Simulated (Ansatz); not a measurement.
# Lattice dynamics of (SrO)2(KF)2 [001] superlattice, started as rocksalt type, part 3 of 3

Task: relax (SrO)2(KF)2 [001] superlattice, started as rocksalt type, then find its harmonic phonons.

Ansatz 0.2.0; DFT LDA, scalar-relativistic, plane waves, PAW.

So far. Step 4 (Tight relaxation): The largest force component left is 0.34 meV/Å and the pressure is 0.001 GPa, within the tolerances set. The cell now holds 16.61 Å³/atom. The relaxed cell has a = 3.590, c = 10.306 Å (conventional setting).

The structure was built from a prototype and need not be the compound's stable phase.

### 5. Modes at Γ (continued)

Without the LO-TO term. Patterns of degenerate modes are one choice out of their space. Modes at Γ, with each element's share of the kinetic energy:

```csv
mode,frequency (cm⁻¹),symmetry,F %,K %,O %,Sr %
1,0.0,acoustic,12,24,10,54
2,0.0,acoustic,12,24,10,54
3,0.0,acoustic,12,24,10,54
4,75.2,Eg,29,59,1,12
5,75.2,Eg,29,59,1,12
6,75.5,Eu,20,44,4,32
7,75.5,Eu,20,44,4,32
8,113.5,Eg,4,8,5,82
9,113.5,Eg,4,8,5,82
10,155.9,A2u,6,60,6,28
11,164.3,A1g,12,54,2,32
12,192.7,A1g,3,42,0,54
13,194.6,A2u,74,13,6,7
14,211.4,Eu,1,1,85,13
15,211.4,Eu,1,1,85,13
16,226.5,Eg,0,0,93,6
17,226.5,Eg,0,0,93,6
18,240.4,A1g,76,1,13,10
19,245.1,Eu,67,31,1,0
20,245.1,Eu,67,31,1,0
21,247.7,Eg,67,33,1,0
22,247.7,Eg,67,33,1,0
23,362.3,A1g,8,3,84,5
24,385.8,A2u,8,2,78,11
```

Displacements in mode 5 (75.2 cm⁻¹), the largest set to 1:
```
F1  -1.00 -0.53  0.00
F2   1.00  0.53  0.00
K3  -1.00 -0.53  0.00
K4   1.00  0.53  0.00
O5   0.22  0.12  0.00
O6  -0.22 -0.12  0.00
Sr7  0.30  0.16  0.00
Sr8 -0.30 -0.16  0.00
```

Displacements in mode 24 (385.8 cm⁻¹), the largest set to 1:
```
F1   0.00  0.00 -0.30
F2   0.00  0.00 -0.30
K3   0.00  0.00  0.10
K4   0.00  0.00  0.10
O5   0.00  0.00  1.00
O6   0.00  0.00  1.00
Sr7  0.00  0.00 -0.16
Sr8  0.00  0.00 -0.16
```

Optical modes at the zone centre, without and with the macroscopic field of the longitudinal modes; each column is sorted by frequency, so a row need not hold one and the same mode. Modes with and without the field, by row:

```csv
rank among optical modes,no field (cm⁻¹),"q along (1, 0, 0) (cm⁻¹)","q along (0, 0, 1) (cm⁻¹)"
1,75.2,75.2,75.2
2,75.2,75.2,75.2
3,75.5,75.5,75.5
4,75.5,75.8,75.5
5,113.5,113.5,113.5
6,113.5,113.5,113.5
7,155.9,155.9,156.8
8,164.3,164.3,164.3
9,192.7,192.7,192.7
10,194.6,194.6,211.4
11,211.4,211.4,211.4
12,211.4,226.5,226.5
13,226.5,226.5,226.5
14,226.5,240.4,240.4
15,240.4,241.6,245.1
16,245.1,245.1,245.1
17,245.1,247.7,247.7
18,247.7,247.7,247.7
19,247.7,362.3,301.2
20,362.3,385.8,362.3
21,385.8,428.5,448.5
```

Born charge (rows field, columns displacement) (e), principal values of the symmetric part by kind of site:

```csv
atom,atoms with these values,low,middle,high,mean
F1,2,-1.51,-1.15,-1.15,-1.27
K3,2,1.15,1.15,1.36,1.22
O5,2,-2.48,-2.48,-1.74,-2.23
Sr7,2,1.89,2.48,2.48,2.28
```

In full for F1:

```
-1.15  0.00  0.00
 0.00 -1.15  0.00
 0.00  0.00 -1.51
```

High-frequency dielectric tensor:

```
3.01 0.00 0.00
0.00 3.01 0.00
0.00 0.00 2.78
```

Static dielectric tensor (ions relaxed, fixed cell):

```
12.08  0.00  0.00
 0.00 12.08  0.00
 0.00  0.00  9.11
```

Transverse modes. Infrared lines, with heights relative to the strongest:

```csv
position (cm⁻¹),relative intensity
75,0.0
76,0.1
114,0.0
156,0.7
164,0.0
193,0.0
195,29
211,100
226,0.0
240,0.0
245,11
248,0.0
362,0.0
386,10
```

Activity x (w_L - w)^4 (n + 1)/w, 532 nm, 300 K; modes without the macroscopic field alone. Raman lines, with heights relative to the strongest:

```csv
position (cm⁻¹),relative intensity
75,11
76,0.0
114,2.4
156,0.0
164,100
193,13
195,0.0
211,0.0
226,1.3
240,25
245,0.0
248,0.5
362,35
386,0.0
```

Before it was imposed, the acoustic sum rule was missed by 1.1e-4 eV/Å² and the charge sum rule by 0.011 e. Small misses are needed for a sound result but don't prove that mesh and cutoff are converged. The lowest optical mode is real, 75.2 cm⁻¹.

### 6. Isotope substitution, element K, natural mass 39.0983 amu

An isotope changes the mass and not the force constants, so no new electronic calculation is needed; the shifts show which modes move this element.

The same force constants with the mass of K changed from 39.098 to 40.962 u (phonopy, no LO-TO term). Both lists are sorted by frequency; levels can cross, so a row need not hold one and the same mode. Modes under 3 cm⁻¹ are left out. Isotope shifts, by row:

```csv
q,rank,natural mass (cm⁻¹),changed mass (cm⁻¹)
0 0 0,4,75.25,74.22
0 0 0,5,75.25,74.22
0 0 0,6,75.53,74.76
0 0 0,7,75.53,74.76
0 0 0,8,113.5,113.2
0 0 0,9,113.5,113.2
0 0 0,10,155.9,153.7
0 0 0,11,164.3,162.1
0 0 0,12,192.7,190.9
0 0 0,13,194.6,194
0 0 0,14,211.4,211.3
0 0 0,15,211.4,211.3
0 0 0,16,226.5,226.5
0 0 0,17,226.5,226.5
0 0 0,18,240.4,240.4
0 0 0,19,245.1,243.4
0 0 0,20,245.1,243.4
0 0 0,21,247.7,245.9
0 0 0,22,247.7,245.9
0 0 0,23,362.3,362.1
0 0 0,24,385.8,385.6
```

A mode of this element alone would shift by -2.30 %. The highest zone-centre frequency without the field goes from 385.8 to 385.6 cm⁻¹ (-0.0 %). The product of the frequency ratios over all optical modes at Γ is 0.885; the product rule, (m/m′)^(3k/2) (M′/M)^(3/2) with k = 2 such atoms and M the mass of the cell, gives 0.885.

### 7. Another isotope, element O, natural mass 15.999 amu

The same for O, from 16.00 to 18.00 u.

A mode of this element alone would shift by -5.72 %. The highest zone-centre frequency without the field goes from 385.8 to 368.7 cm⁻¹ (-4.4 %). The product of the frequency ratios over all optical modes at Γ is 0.716; the product rule, (m/m′)^(3k/2) (M′/M)^(3/2) with k = 2 such atoms and M the mass of the cell, gives 0.715.

### 8. Isotope substitution, element Sr, natural mass 87.62 amu

The same for Sr, from 87.62 to 85.91 u.

A mode of this element alone would shift by +0.99 %. The highest zone-centre frequency without the field goes from 385.8 to 386.2 cm⁻¹ (+0.1 %). The product of the frequency ratios over all optical modes at Γ is 1.044; the product rule, (m/m′)^(3k/2) (M′/M)^(3/2) with k = 2 such atoms and M the mass of the cell, gives 1.044.

### 9. Results

| Quantity | Value |
| --- | --- |
| space group after relaxation (within 0.01 Å) | P4/nmm |
| volume per atom | 16.6 Å³ |
| gap on the k-mesh | 3.38 eV |
| highest optical mode at the zone centre (no LO-TO term) | 386 cm⁻¹ |
| top of the zone-centre spectrum with the field | 449 cm⁻¹ |
| lowest optical zone-centre mode | 75.2 cm⁻¹ |
| mean high-frequency dielectric constant | 2.93 |
| mean static dielectric constant | 11.1 |
| largest Born charge (third of the trace) | 2.28 e |
| imaginary modes at Γ (the only wavevector solved) | none |

**Reading.** The structure is stable against zone-centre distortions, since no mode there is imaginary; runs at other wavevectors are not part of this account. Without the field, the optical modes at Γ span 75 to 386 cm⁻¹. The dispersion is not part of this account. The highest mode in this list at Γ, 385.8 cm⁻¹, is mostly motion of O (78 % of the kinetic energy). With the macroscopic field of the longitudinal modes the top of the zone-centre spectrum lies at 449 cm⁻¹, against 386 cm⁻¹ without it. Lattice motion raises the mean dielectric constant from 2.932 to 11.09. The strongest infrared line is at 211 cm⁻¹. Averaged over orientations, the strongest Raman line at 532 nm and 300 K is at 164 cm⁻¹. The starting cell was built on a prototype and not taken from a measurement, so the phase need not exist. These are harmonic frequencies at zero temperature: anharmonic shifts, linewidths and thermal expansion are left out.

[Logs are printed without paths, hosts, clocks, repeated set-up lines and the standing remarks that a program may print on its own settings, such as how far it seeks lower states.]

[Hosts, paths, dates, database ids (printed as entryN), source tags and the programs' standing remarks are cut or masked in the printed files.]
